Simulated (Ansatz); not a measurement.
**LaB3: relaxing a made-up structure**

Starting from a made-up structure for LaB3, the aim is the relaxed cell, its shortest contacts and, where a second run follows, its electronic structure.

Program: Ansatz 0.2.0. Level of theory: DFT, PBE, plane-wave PAW, default files, scalar-relativistic, no spin, cell and ions relaxed at zero pressure. Results are calculated unless marked as measured.

### Step 1. The structure

Symmetry: Pm-3m, No. 221, cubic system. The conventional cell has a = 3.728 Å, b = 3.728 Å, c = 3.728 Å, α = 90.00°, β = 90.00°, γ = 90.00°. Nearest to La lie 12 B at 2.64 Å. Nearest to B lie 4 La at 2.64 Å and 8 B at 2.64 Å. Farther neighbours are not listed.

### Step 2. Relaxation of the guess

The guess takes its coordinates from another compound and its volume from a rule, so the cell and any free coordinates are relaxed together.

File input.yaml:

```yaml
crystal:
  lattice:
    - [3.728, 0.0, 0.0]
    - [0.0, 3.728, 0.0]
    - [0.0, 0.0, 3.728]
  atoms:
    - { symbol: La, position: [0.0, 0.0, 0.0] }
    - { symbol: B, position: [0.5, 0.0, 0.5] }
    - { symbol: B, position: [0.5, 0.5, 0.0] }
    - { symbol: B, position: [0.0, 0.5, 0.5] }
kpoints:
  mp_grid: { grid: [7, 7, 7] }
scf:
  occupations: { method: fermi_dirac, width: 0.05 }
hamiltonian:
  xc: pbe
  pseudopotentials: { kind: paw }
relax:
  f_tol: 0.015
  max_steps: 70
  cell: {}
output:
  forces: true
  stress: true
```

Launch:

```sh
ansatz run input.yaml --threads 4 --pin off --max-ram 8192MiB --backend cpu --events-out ev --progress --plain --runs-dir out
```

Numbers of over 12 decimals in the logs are rounded to 6 here.

Output:

```text
Engine: ansatz 0.2.0, aarch64-unknown-linux-gnu
Pseudopotentials: kind: paw
Pseudopotential: La, paw, valence charge 11, recommended cutoff 420 eV (normal), La.paw.azcp
Pseudopotential: B, paw, valence charge 3, recommended cutoff 420 eV (normal), B.paw.azcp
Functional definition: PBE
  parameter kappa = 0.804
  parameter beta = 0.066725
  exchange = pbe_x(kappa = kappa, mu = beta*pi^2/3)
  correlation = pbe_c(beta = beta)
Crystal: 4 atoms, lattice volume = 51.812 Å³
Basis set: ecut = 420 eV, 1021 PW (Γ), exchange–correlation on 50×50×50 points (8 copies of the dense FFT grid, shifted against one another)
Bands: 14, of which v1, the nominal top of the filled ones, is band 10 counted from 1 (9 counted from 0)
Symmetry: 48 space group operations
Space group: Pm-3m (ITA 221), of the structure as read, at distance tolerance 3.7e-5 Å
k-points: 20 of 343
Non-local potential: La, projectors of the file, l = 0: 3, l = 1: 2, l = 2: 2, l = 3: 3
Non-local potential: B, projectors of the file, l = 0: 2, l = 1: 2, l = 2: 1
PAW form: soft (Blöchl's): semilocal exchange-correlation on the pseudo side does not see the compensation charge
PAW one-centre angular grid: La, 590 points (default); XC on 64 Gauss nodes
PAW one-centre angular grid: B, 110 points (default); XC on 64 Gauss nodes
Initial density: superposition of atomic densities (neutral atoms: chi_scale 0, normalization atom), corrected by the library's trained network
Initial wavefunctions: pseudopotential atomic-orbital guess
Functional: x = pbe(κ = 0.804, μ = 0.219515), c = pbe(β = 0.066725)
SCF iter   1: F=—  HF=-6711.763383 eV  |F-HF|=—  |Δ(HF+E_count)|=         —  Δρ=4.28e-3  dr2=8.63e-3  ethr=1.77e-3  ⟨swp⟩=4.5  Hψ=1397  notcnv=0
preconditioner: auto → none  [metal: Δε(μ)=0.074 eV  Ē_g=9.152 eV  σ=0.050 eV  W_gap=0.35  n_scr=6 (ndim 8)  ℏωp=21.9 eV  f_vac=0.000  D(μ)=2.22/eV (n_scr^D=18)  sad-step TF]
SCF iter   2: F=—  HF=-6711.761756 eV  |F-HF|=—  |Δ(HF+E_count)|=   1.63e-3  Δρ=2.38e-3  dr2=2.68e-3  ethr=4.31e-5  ⟨swp⟩=2.1  Hψ=682  notcnv=0
SCF iter   3: F=—  HF=-6711.761281 eV  |F-HF|=—  |Δ(HF+E_count)|=   4.75e-4  Δρ=2.59e-4  dr2=5.22e-5  ethr=1.34e-5  ⟨swp⟩=2.7  Hψ=544  notcnv=0
SCF iter   4: F=—  HF=-6711.761351 eV  |F-HF|=—  |Δ(HF+E_count)|=   7.05e-5  Δρ=1.18e-4  dr2=9.01e-6  ethr=2.61e-7  ⟨swp⟩=2.1  Hψ=466  notcnv=0
SCF iter   5: F=—  HF=-6711.761350 eV  |F-HF|=—  |Δ(HF+E_count)|=   9.23e-7  Δρ=4.37e-5  dr2=6.08e-7  ethr=4.51e-8  ⟨swp⟩=2.1  Hψ=393  notcnv=0
SCF iter   6: F=—  HF=-6711.761350 eV  |F-HF|=—  |Δ(HF+E_count)|=   2.98e-7  Δρ=2.25e-5  dr2=1.27e-7  ethr=5.00e-10  ⟨swp⟩=4.1  Hψ=968  notcnv=0
SCF iter   7: F=-6711.761350 eV  HF=-6711.761350 eV  |F-HF|=3.32e-10  |Δ(HF+E_count)|=   4.52e-9  Δρ=3.13e-6  dr2=1.97e-9  ethr=5.00e-10  ⟨swp⟩=4.0  Hψ=962  notcnv=0
SCF 1 converged in 7 iterations: F = -6711.761350 eV  dr2 = 1.97e-9
  greatest PAW one-centre occupation: 0.972 electrons in one spin orbital (limit 2), on the La atom at site 0 (counted from 0), in its partial waves of l = 0
relax step   1: F+E_penalty+E_count = -6711.76135039 eV  Δ(F+E_penalty+E_count) = +0.000e0 eV  max|allowed force component| = 1.660e-30 eV/Å  Δτ_max = 0.0000 Å  P = +11.575 GPa  Ω = 51.812 Å³  (7 SCF iters, dr2 threshold 1.00e-7 eV, accepted)
Crystal: 4 atoms, lattice volume = 59.765 Å³
Basis set: ecut = 420 eV, 1189 PW (Γ), exchange–correlation on 50×50×50 points (8 copies of the dense FFT grid, shifted against one another)
Initial density: handed on by an earlier stage of this run
Initial wavefunctions: those handed on with the density
iter 1 solved again at ethr=1.50e-4 eV; its pass at ethr=3.10e-3 eV (dr2=2.99e-2 eV) is discarded
SCF iter   1: F=—  HF=-6711.989416 eV  |F-HF|=—  |Δ(HF+E_count)|=         —  Δρ=6.26e-3  dr2=3.05e-2  ethr=1.50e-4  ⟨swp⟩=2.0  Hψ=2689  notcnv=0
preconditioner: auto → Kerker (q_TF=auto, 2.273 Å⁻¹)  [metal: Δε(μ)=0.021 eV  Ē_g=8.924 eV  σ=0.050 eV  W_gap=0.10  n_scr=18 (ndim 8)  ℏωp=20.4 eV  f_vac=0.000  D(μ)=3.52/eV (n_scr^D=32)]
SCF iter   2: F=—  HF=-6711.983203 eV  |F-HF|=—  |Δ(HF+E_count)|=   6.21e-3  Δρ=3.99e-3  dr2=1.33e-2  ethr=1.50e-4  ⟨swp⟩=1.0  Hψ=280  notcnv=0
SCF iter   3: F=—  HF=-6711.979364 eV  |F-HF|=—  |Δ(HF+E_count)|=   3.84e-3  Δρ=6.21e-4  dr2=3.24e-4  ethr=6.65e-5  ⟨swp⟩=2.9  Hψ=541  notcnv=0
SCF iter   4: F=—  HF=-6711.979581 eV  |F-HF|=—  |Δ(HF+E_count)|=   2.17e-4  Δρ=1.38e-4  dr2=1.57e-5  ethr=1.62e-6  ⟨swp⟩=2.3  Hψ=400  notcnv=0
SCF iter   5: F=—  HF=-6711.979592 eV  |F-HF|=—  |Δ(HF+E_count)|=   1.07e-5  Δρ=3.79e-5  dr2=7.75e-7  ethr=7.83e-8  ⟨swp⟩=2.0  Hψ=451  notcnv=0
SCF iter   6: F=-6711.979593 eV  HF=-6711.979593 eV  |F-HF|=2.28e-8  |Δ(HF+E_count)|=   9.68e-7  Δρ=6.29e-6  dr2=1.68e-8  ethr=2.00e-9  ⟨swp⟩=4.2  Hψ=988  notcnv=0
SCF 2 converged in 6 iterations: F = -6711.979593 eV  dr2 = 1.68e-8
relax step   2: F+E_penalty+E_count = -6711.97959299 eV  Δ(F+E_penalty+E_count) = -2.182e-1 eV  max|allowed force component| = 1.496e-30 eV/Å  Δτ_max = 0.0000 Å  P = -1.339 GPa  Ω = 59.765 Å³  energy of the carried Pulay correction = -4.094e-3 eV  (6 SCF iters, dr2 threshold 4.00e-7 eV, accepted)
Crystal: 4 atoms, lattice volume = 58.829 Å³
iter 1 solved again at ethr=2.47e-6 eV; its pass at ethr=3.10e-3 eV (dr2=4.93e-4 eV) is discarded
SCF iter   1: F=—  HF=-6711.984264 eV  |F-HF|=—  |Δ(HF+E_count)|=         —  Δρ=6.63e-4  dr2=4.99e-4  ethr=2.47e-6  ⟨swp⟩=2.0  Hψ=2521  notcnv=0
preconditioner: auto → none  [metal: Δε(μ)=0.020 eV  Ē_g=8.939 eV  σ=0.050 eV  W_gap=0.10  n_scr=6 (ndim 8)  ℏωp=20.5 eV  f_vac=0.000  D(μ)=3.67/eV (n_scr^D=32)]
SCF iter   2: F=—  HF=-6711.984103 eV  |F-HF|=—  |Δ(HF+E_count)|=   1.61e-4  Δρ=2.95e-4  dr2=4.22e-5  ethr=2.47e-6  ⟨swp⟩=2.0  Hψ=402  notcnv=0
SCF iter   3: F=—  HF=-6711.984225 eV  |F-HF|=—  |Δ(HF+E_count)|=   1.23e-4  Δρ=8.94e-5  dr2=4.33e-6  ethr=2.11e-7  ⟨swp⟩=3.0  Hψ=502  notcnv=0
iter 4 did not close the SCF: its close was put off for the readings that it lacked (scf_convergence_deferred on its scf_iter line)
SCF iter   4: F=-6711.984224 eV  HF=-6711.984224 eV  |F-HF|=1.76e-8  |Δ(HF+E_count)|=   1.21e-6  Δρ=2.35e-5  dr2=1.85e-7  ethr=2.17e-8  ⟨swp⟩=2.0  Hψ=399  notcnv=0
iter 5 did not close the SCF: its close was put off for the readings that it lacked (scf_convergence_deferred on its scf_iter line)
SCF iter   5: F=-6711.984224 eV  HF=-6711.984224 eV  |F-HF|=2.99e-10  |Δ(HF+E_count)|=   1.72e-9  Δρ=1.05e-6  dr2=2.83e-10  ethr=9.25e-10  ⟨swp⟩=2.5  Hψ=407  notcnv=0
SCF iter   6: F=-6711.984224 eV  HF=-6711.984224 eV  |F-HF|=1.82e-11  |Δ(HF+E_count)|=  2.24e-10  Δρ=2.15e-7  dr2=1.25e-11  ethr=1.42e-12  ⟨swp⟩=1.1  Hψ=844  notcnv=0
SCF 3 converged in 6 iterations: F = -6711.984224 eV  dr2 = 1.25e-11
relax step   3: F+E_penalty+E_count = -6711.98422423 eV  Δ(F+E_penalty+E_count) = -4.631e-3 eV  max|allowed force component| = 4.478e-31 eV/Å  Δτ_max = 0.0000 Å  P = -0.093 GPa  Ω = 58.829 Å³  energy of the carried Pulay correction = -3.643e-3 eV  (6 SCF iters, dr2 threshold 4.00e-7 eV, accepted)
Crystal: 4 atoms, lattice volume = 58.760 Å³
iter 1 solved again at ethr=1.31e-8 eV; its pass at ethr=3.10e-3 eV (dr2=2.62e-6 eV) is discarded
SCF iter   1: F=—  HF=-6711.984147 eV  |F-HF|=—  |Δ(HF+E_count)|=         —  Δρ=5.04e-5  dr2=2.66e-6  ethr=1.31e-8  ⟨swp⟩=2.0  Hψ=2476  notcnv=0
preconditioner: auto → none  [metal: Δε(μ)=0.018 eV  Ē_g=8.939 eV  σ=0.050 eV  W_gap=0.09  n_scr=6 (ndim 8)  ℏωp=20.6 eV  f_vac=0.000  D(μ)=3.72/eV (n_scr^D=32)]
SCF iter   2: F=—  HF=-6711.984278 eV  |F-HF|=—  |Δ(HF+E_count)|=   1.32e-4  Δρ=2.25e-5  dr2=2.37e-7  ethr=1.31e-8  ⟨swp⟩=2.0  Hψ=402  notcnv=0
SCF iter   3: F=—  HF=-6711.984278 eV  |F-HF|=—  |Δ(HF+E_count)|=   5.93e-8  Δρ=6.19e-6  dr2=2.48e-8  ethr=1.18e-9  ⟨swp⟩=2.9  Hψ=494  notcnv=0
iter 4 did not close the SCF: its close was put off for the readings that it lacked (scf_convergence_deferred on its scf_iter line)
SCF iter   4: F=-6711.984278 eV  HF=-6711.984278 eV  |F-HF|=1.09e-10  |Δ(HF+E_count)|=   6.63e-9  Δρ=1.87e-6  dr2=1.21e-9  ethr=1.24e-10  ⟨swp⟩=2.0  Hψ=403  notcnv=0
iter 5 did not close the SCF: its close was put off for the readings that it lacked (scf_convergence_deferred on its scf_iter line)
SCF iter   5: F=-6711.984278 eV  HF=-6711.984278 eV  |F-HF|=1.82e-12  |Δ(HF+E_count)|=  2.36e-11  Δρ=8.85e-8  dr2=2.34e-12  ethr=6.04e-12  ⟨swp⟩=2.4  Hψ=417  notcnv=0
SCF iter   6: F=-6711.984278 eV  HF=-6711.984278 eV  |F-HF|=3.64e-12  |Δ(HF+E_count)|=  4.55e-12  Δρ=1.43e-8  dr2=7.27e-14  ethr=1.00e-12  ⟨swp⟩=1.9  Hψ=677  notcnv=0
SCF 4 converged in 6 iterations: F = -6711.984278 eV  dr2 = 7.27e-14
relax step   4: F+E_penalty+E_count = -6711.98427825 eV  Δ(F+E_penalty+E_count) = -5.402e-5 eV  max|allowed force component| = 2.301e-31 eV/Å  Δτ_max = 0.0000 Å  P = -0.002 GPa  Ω = 58.760 Å³  energy of the carried Pulay correction = -3.609e-3 eV  (6 SCF iters, dr2 threshold 2.18e-8 eV, accepted)
Basis set: ecut = 420 eV, 1189 PW (Γ), exchange–correlation on 54×54×54 points (8 copies of the dense FFT grid, shifted against one another)
Initial wavefunctions: pseudopotential atomic-orbital guess (no wavefunctions were taken with the density)
iter 1 solved again at ethr=1.72e-7 eV; its pass at ethr=3.10e-3 eV (dr2=3.43e-5 eV) is discarded
SCF iter   1: F=—  HF=-6711.989938 eV  |F-HF|=—  |Δ(HF+E_count)|=         —  Δρ=1.74e-4  dr2=2.09e-6  ethr=1.72e-7  ⟨swp⟩=3.1  Hψ=2153  notcnv=0
preconditioner: auto → none  [metal: Δε(μ)=0.018 eV  Ē_g=8.938 eV  σ=0.050 eV  W_gap=0.09  n_scr=6 (ndim 8)  ℏωp=20.6 eV  f_vac=0.000  D(μ)=3.72/eV (n_scr^D=32)]
SCF iter   2: F=—  HF=-6711.989986 eV  |F-HF|=—  |Δ(HF+E_count)|=   4.76e-5  Δρ=8.98e-5  dr2=5.09e-7  ethr=1.04e-8  ⟨swp⟩=2.0  Hψ=404  notcnv=0
SCF iter   3: F=—  HF=-6711.989992 eV  |F-HF|=—  |Δ(HF+E_count)|=   5.96e-6  Δρ=1.67e-5  dr2=1.09e-7  ethr=2.55e-9  ⟨swp⟩=2.0  Hψ=464  notcnv=0
SCF iter   4: F=—  HF=-6711.989992 eV  |F-HF|=—  |Δ(HF+E_count)|=   1.35e-7  Δρ=2.34e-6  dr2=1.50e-9  ethr=5.46e-10  ⟨swp⟩=2.5  Hψ=440  notcnv=0
iter 5 did not close the SCF: its close was put off for the readings that it lacked (scf_convergence_deferred on its scf_iter line)
SCF iter   5: F=-6711.989992 eV  HF=-6711.989992 eV  |F-HF|=2.27e-11  |Δ(HF+E_count)|=   1.27e-9  Δρ=3.03e-7  dr2=1.58e-11  ethr=7.48e-12  ⟨swp⟩=2.0  Hψ=422  notcnv=0
SCF iter   6: F=-6711.989992 eV  HF=-6711.989992 eV  |F-HF|=0.00e0  |Δ(HF+E_count)|=  2.64e-11  Δρ=3.31e-8  dr2=2.03e-13  ethr=1.00e-12  ⟨swp⟩=3.0  Hψ=963  notcnv=0
SCF 5 converged in 6 iterations: F = -6711.989992 eV  dr2 = 2.03e-13
relax step   5: F+E_penalty+E_count = -6711.98999199 eV  Δ(F+E_penalty+E_count) = -5.714e-3 eV  max|allowed force component| = 2.506e-31 eV/Å  Δτ_max = 0.0000 Å  P = +0.115 GPa  Ω = 58.760 Å³  stress off target by 1.15e-1 GPa  SCF on the basis re-selected at this cell (its energy is not comparable with the rows above)  (6 SCF iters)
basis re-selected at this cell: Δ(F+E_penalty+E_count) = -5.714e-3 eV, ΔP = +0.117 GPa vs the last step (what re-selecting the basis moved, of the pressure what is left beyond the Pulay correction that the steps carried, after the strain that the cell walked since its last selection, with what the two solves' SCF thresholds leave and, on support functions, any second-order correction that the steps lacked; it is no measure of the basis error at this ecutwfc). The dense FFT grid was sized anew with the basis: this SCF ran on 27×27×27 points, the steps before it on 25×25×25, so part of this shift can come from that change (see relax.cell in the input reference). [rest of the remark cut]
Crystal: 4 atoms, lattice volume = 58.846 Å³
iter 1 solved again at ethr=2.09e-8 eV; its pass at ethr=3.10e-3 eV (dr2=4.18e-6 eV) is discarded
SCF iter   1: F=—  HF=-6711.989948 eV  |F-HF|=—  |Δ(HF+E_count)|=         —  Δρ=6.41e-5  dr2=4.30e-6  ethr=2.09e-8  ⟨swp⟩=2.1  Hψ=2423  notcnv=0
preconditioner: auto → none  [metal: Δε(μ)=0.020 eV  Ē_g=8.936 eV  σ=0.050 eV  W_gap=0.10  n_scr=6 (ndim 8)  ℏωp=20.5 eV  f_vac=0.000  D(μ)=3.70/eV (n_scr^D=32)]
SCF iter   2: F=—  HF=-6711.989977 eV  |F-HF|=—  |Δ(HF+E_count)|=   2.85e-5  Δρ=2.85e-5  dr2=3.81e-7  ethr=2.09e-8  ⟨swp⟩=2.0  Hψ=402  notcnv=0
SCF iter   3: F=—  HF=-6711.989977 eV  |F-HF|=—  |Δ(HF+E_count)|=   9.55e-8  Δρ=8.20e-6  dr2=3.96e-8  ethr=1.90e-9  ⟨swp⟩=3.0  Hψ=498  notcnv=0
iter 4 did not close the SCF: its close was put off for the readings that it lacked (scf_convergence_deferred on its scf_iter line)
SCF iter   4: F=-6711.989977 eV  HF=-6711.989977 eV  |F-HF|=1.53e-10  |Δ(HF+E_count)|=   1.06e-8  Δρ=2.36e-6  dr2=1.87e-9  ethr=1.98e-10  ⟨swp⟩=2.0  Hψ=403  notcnv=0
iter 5 did not close the SCF: its close was put off for the readings that it lacked (scf_convergence_deferred on its scf_iter line)
SCF iter   5: F=-6711.989977 eV  HF=-6711.989977 eV  |F-HF|=3.64e-12  |Δ(HF+E_count)|=  4.37e-11  Δρ=1.07e-7  dr2=2.86e-12  ethr=9.34e-12  ⟨swp⟩=2.5  Hψ=410  notcnv=0
SCF iter   6: F=-6711.989977 eV  HF=-6711.989977 eV  |F-HF|=1.82e-12  |Δ(HF+E_count)|=  1.82e-12  Δρ=2.15e-8  dr2=1.35e-13  ethr=1.00e-12  ⟨swp⟩=1.9  Hψ=659  notcnv=0
SCF 6 converged in 6 iterations: F = -6711.989977 eV  dr2 = 1.35e-13
relax step   6: F+E_penalty+E_count = -6711.98997690 eV  Δ(F+E_penalty+E_count) = +1.509e-5 eV  max|allowed force component| = 3.533e-31 eV/Å  Δτ_max = 0.0000 Å  P = +0.002 GPa  Ω = 58.846 Å³  energy of the carried Pulay correction = -4.670e-5 eV  (6 SCF iters, dr2 threshold 3.31e-8 eV, accepted)
iter 1 solved again at ethr=1.78e-7 eV; its pass at ethr=3.10e-3 eV (dr2=3.56e-5 eV) is discarded
SCF iter   1: F=—  HF=-6711.990052 eV  |F-HF|=—  |Δ(HF+E_count)|=         —  Δρ=4.51e-6  dr2=1.41e-9  ethr=1.78e-7  ⟨swp⟩=3.0  Hψ=2154  notcnv=0
eigensolver tolerance schedule: the retry pair's looser diagonalisation over-reported the residual by 25204.02 of it (diagonalisation noise at an unbounded share of the residual, at the tolerance the schedule requests for it); recorded, not acted on — ethr = c·dr2/N_el stays at c = 1.0e-1
preconditioner: auto → none  [metal: Δε(μ)=0.020 eV  Ē_g=8.936 eV  σ=0.050 eV  W_gap=0.10  n_scr=6 (ndim 8)  ℏωp=20.5 eV  f_vac=0.000  D(μ)=3.69/eV (n_scr^D=32)]
SCF iter   2: F=—  HF=-6711.990083 eV  |F-HF|=—  |Δ(HF+E_count)|=   3.06e-5  Δρ=2.29e-6  dr2=3.56e-10  ethr=7.07e-12  ⟨swp⟩=3.1  Hψ=675  notcnv=0
SCF iter   3: F=—  HF=-6711.990083 eV  |F-HF|=—  |Δ(HF+E_count)|=   3.29e-9  Δρ=7.66e-7  dr2=5.09e-11  ethr=1.78e-12  ⟨swp⟩=2.8  Hψ=495  notcnv=0
iter 4 did not close the SCF: its close was put off for the readings that it lacked (scf_convergence_deferred on its scf_iter line)
SCF iter   4: F=-6711.990083 eV  HF=-6711.990083 eV  |F-HF|=0.00e0  |Δ(HF+E_count)|=  4.14e-10  Δρ=9.46e-8  dr2=3.00e-12  ethr=1.00e-12  ⟨swp⟩=2.0  Hψ=401  notcnv=0
iter 5 did not close the SCF: its close was put off for the readings that it lacked (scf_convergence_deferred on its scf_iter line)
SCF iter   5: F=-6711.990083 eV  HF=-6711.990083 eV  |F-HF|=4.55e-12  |Δ(HF+E_count)|=  2.73e-12  Δρ=3.82e-8  dr2=2.07e-13  ethr=1.00e-12  ⟨swp⟩=1.0  Hψ=280  notcnv=0
iter 6 did not close the SCF: its close was put off for the readings that it lacked (scf_convergence_deferred on its scf_iter line)
SCF iter   6: F=-6711.990083 eV  HF=-6711.990083 eV  |F-HF|=2.73e-12  |Δ(HF+E_count)|=  7.28e-12  Δρ=7.84e-9  dr2=8.55e-15  ethr=1.00e-12  ⟨swp⟩=1.0  Hψ=280  notcnv=0
iter 7 did not close the SCF: its close was put off for the readings that it lacked (scf_convergence_deferred on its scf_iter line)
SCF iter   7: F=-6711.990083 eV  HF=-6711.990083 eV  |F-HF|=3.64e-12  |Δ(HF+E_count)|=  6.37e-12  Δρ=2.58e-9  dr2=8.49e-16  ethr=1.00e-12  ⟨swp⟩=1.0  Hψ=280  notcnv=0
SCF iter   8: F=-6711.990083 eV  HF=-6711.990083 eV  |F-HF|=1.82e-12  |Δ(HF+E_count)|=  1.82e-12  Δρ=5.27e-10  dr2=3.93e-17  ethr=1.00e-12  ⟨swp⟩=1.9  Hψ=659  notcnv=0
SCF 7 converged in 8 iterations: F = -6711.990083 eV  dr2 = 3.93e-17
relax step   7: F+E_penalty+E_count = -6711.99008265 eV  Δ(F+E_penalty+E_count) = -1.058e-4 eV  max|allowed force component| = 2.260e-31 eV/Å  Δτ_max = 0.0000 Å  P = +0.002 GPa  Ω = 58.846 Å³  stress off target by 2.24e-3 GPa  SCF on the basis re-selected at this cell (its energy is not comparable with the rows above)  (8 SCF iters)
basis re-selected at this cell: Δ(F+E_penalty+E_count) = -1.058e-4 eV, ΔP = +0.001 GPa vs the last step (what re-selecting the basis moved, of the pressure what is left beyond the Pulay correction that the steps carried, after the strain that the cell walked since its last selection, with what the two solves' SCF thresholds leave and, on support functions, any second-order correction that the steps lacked; it is no m [...]
SCF converged after 8 iterations
Free energy (F): -6711.990083 eV
Harris-Foulkes:  -6711.990083 eV  (|F-HF|=1.82e-12)
Internal energy: -6711.961712 eV  (E = F + TS)
E sigma→0 (E₀):  -6711.975897 eV
Entropy (-TS):   -0.028371 eV (-7.093 meV/atom)
Fermi energy:    9.375844 eV
--- Per-component energies (eV) ---
  E_band       = 1.685012
  E_kinetic    = 311.977201
  E_local      = -340.102219  (includes V_loc(G=0)·N_el)
  E_nonlocal   = 137.117092
  E_hartree    = 108.120951
  E_xc         = -229.053331
  E_vxc        = -253.334300  (∫ρ·V_xc dr)
  E_paw        = -5651.009529  (= ΣΔE_a)
  E_vpaw       = -70.214660  (= ΣTr[D̂ρ^β])
  E_aug_tail   = -0.000005  (compensation charges beyond the density's cutoff)
  E_ewald      = -1049.011872
  E_smearing   = -0.028371  (= −TS)
  E_closure    = -0.000000  (closes the sum)
  Σ components = -6711.990083   (vs F -6711.990083, Δ=0.00e0)
--- Forces (eV/Å), atoms counted from 1 ---
  atom   1  La     0.00000000    -0.00000000    -0.00000000
  atom   2  B      0.00000000    -0.00000000     0.00000000
  atom   3  B      0.00000000     0.00000000     0.00000000
  atom   4  B     -0.00000000    -0.00000000    -0.00000000
  max |Σ_I F_I| component: 1.48e-31 eV/Å
--- Stress (GPa, compression-positive) ---
        0.002240       0.000000       0.000000
        0.000000       0.002240      -0.000000
        0.000000      -0.000000       0.002240
  P = ⅓ Tr σ = 0.0022 GPa (0.022 kbar)
--- Relaxed structure (5 steps of the walk, 5 accepted, 2 SCFs on fresh bases) ---
  F+E_penalty+E_count = -6711.99008265 eV   max|allowed force component| = 2.260e-31 eV/Å   (the final SCF, on the basis selected at the relaxed cell)
  cell:  # Å, volume = 58.8463 Å³
    - [3.889614, 0, 0]
    - [0, 3.889614, 0.0]
    - [0, 0.0, 3.889614]
  atoms:
    - { symbol: La, position: [0, 0, 0] }
    - { symbol: B, position: [0.5, 0, 0.5] }
    - { symbol: B, position: [0.5, 0.5, 0] }
    - { symbol: B, position: [0, 0.5, 0.5] }
```

The job ended after 5.2 s (4 threads of Arm Neoverse N1, shared host; peak memory 0.34 GiB).

Step by step:

```csv
step,energy less that of the first step (eV),largest force component (eV/Å),pressure (GPa),volume (Å³)
1,0.0000,0.0000,11.58,51.81
2,-0.2182,0.0000,-1.34,59.76
3,-0.2229,0.0000,-0.09,58.83
4,-0.2229,0.0000,0.00,58.76
5*,-0.2286,0.0000,0.12,58.76
6,-0.2286,0.0000,0.00,58.85
7*,-0.2287,0.0000,0.00,58.85
```

Relaxation steps marked * repeat the geometry before them on a plane-wave basis chosen anew for their cell, so energy and pressure can jump there.

The run keeps the 48 symmetry operations that it works with, so distortions that break them were not tested.

```csv
"conventional cell, symmetrised",before,after,change
a (Å),3.728,3.890,+4.3 %
b (Å),3.728,3.890,+4.3 %
c (Å),3.728,3.890,+4.3 %
volume (Å³/atom),12.95,14.71,+13.6 %
```

Final coordinates:

```
La B
1.0
     3.88961    0.00000    0.00000
     0.00000    3.88961    0.00000
     0.00000    0.00000    3.88961
La B
1 3
Cartesian
  0.0000 0.0000 0.0000
  1.9448 0.0000 1.9448
  1.9448 1.9448 0.0000
  0.0000 1.9448 1.9448
```

Numbers from this step:

| Item | Value |
| --- | --- |
| free energy | -6711.9901 eV |
| energy at zero smearing | -6711.9759 eV |
| smearing term TS | 0.02837 eV |
| Fermi energy | 9.376 eV |
| electrons | 20 |
| symmetry operations | 48 |
| pressure | 0.002240 GPa |

Shortest distances by pair of elements, guess and relaxed (not always the same contact):

| pair | guess (Å) | relaxed (Å) |
| --- | --- | --- |
| B–La | 2.636 | 2.750 |
| B–B | 2.636 | 2.750 |
| La–La | 3.728 | 3.890 |

The relaxation ends with a pressure of 0.00 GPa.

### Step 3. Summary of results

```yaml
space_group_relaxed: Pm-3m
conventional_cell: a = 3.890, b = 3.890, c = 3.890 Å; α = 90.0°, β = 90.0°, γ = 90.0°
volume_per_atom: 14.71 Å³ (guess 12.95)
```

In words: LaB3 relaxes to Pm-3m with a = 3.890, b = 3.890 and c = 3.890 Å. The guessed volume was 12 % too small. The space group Pm-3m was held in the relaxation, so the end point is a stationary structure within it and may be a saddle against distortions or other arrangements. Mesh and cutoff weren't tested. Spin-orbit coupling is left out, which can matter for elements this heavy. No dispersion term is used, so weakly bound directions may come out too long. Nothing here tests whether the compound is stable against decomposition.

[Logs are printed without paths, hosts, clocks, repeated set-up lines and the standing remarks that a program may print on its own settings, such as how far it seeks lower states.]

[Hosts, paths, dates, database ids (printed as entryN), source tags and the programs' standing remarks are cut or masked in the printed files.]
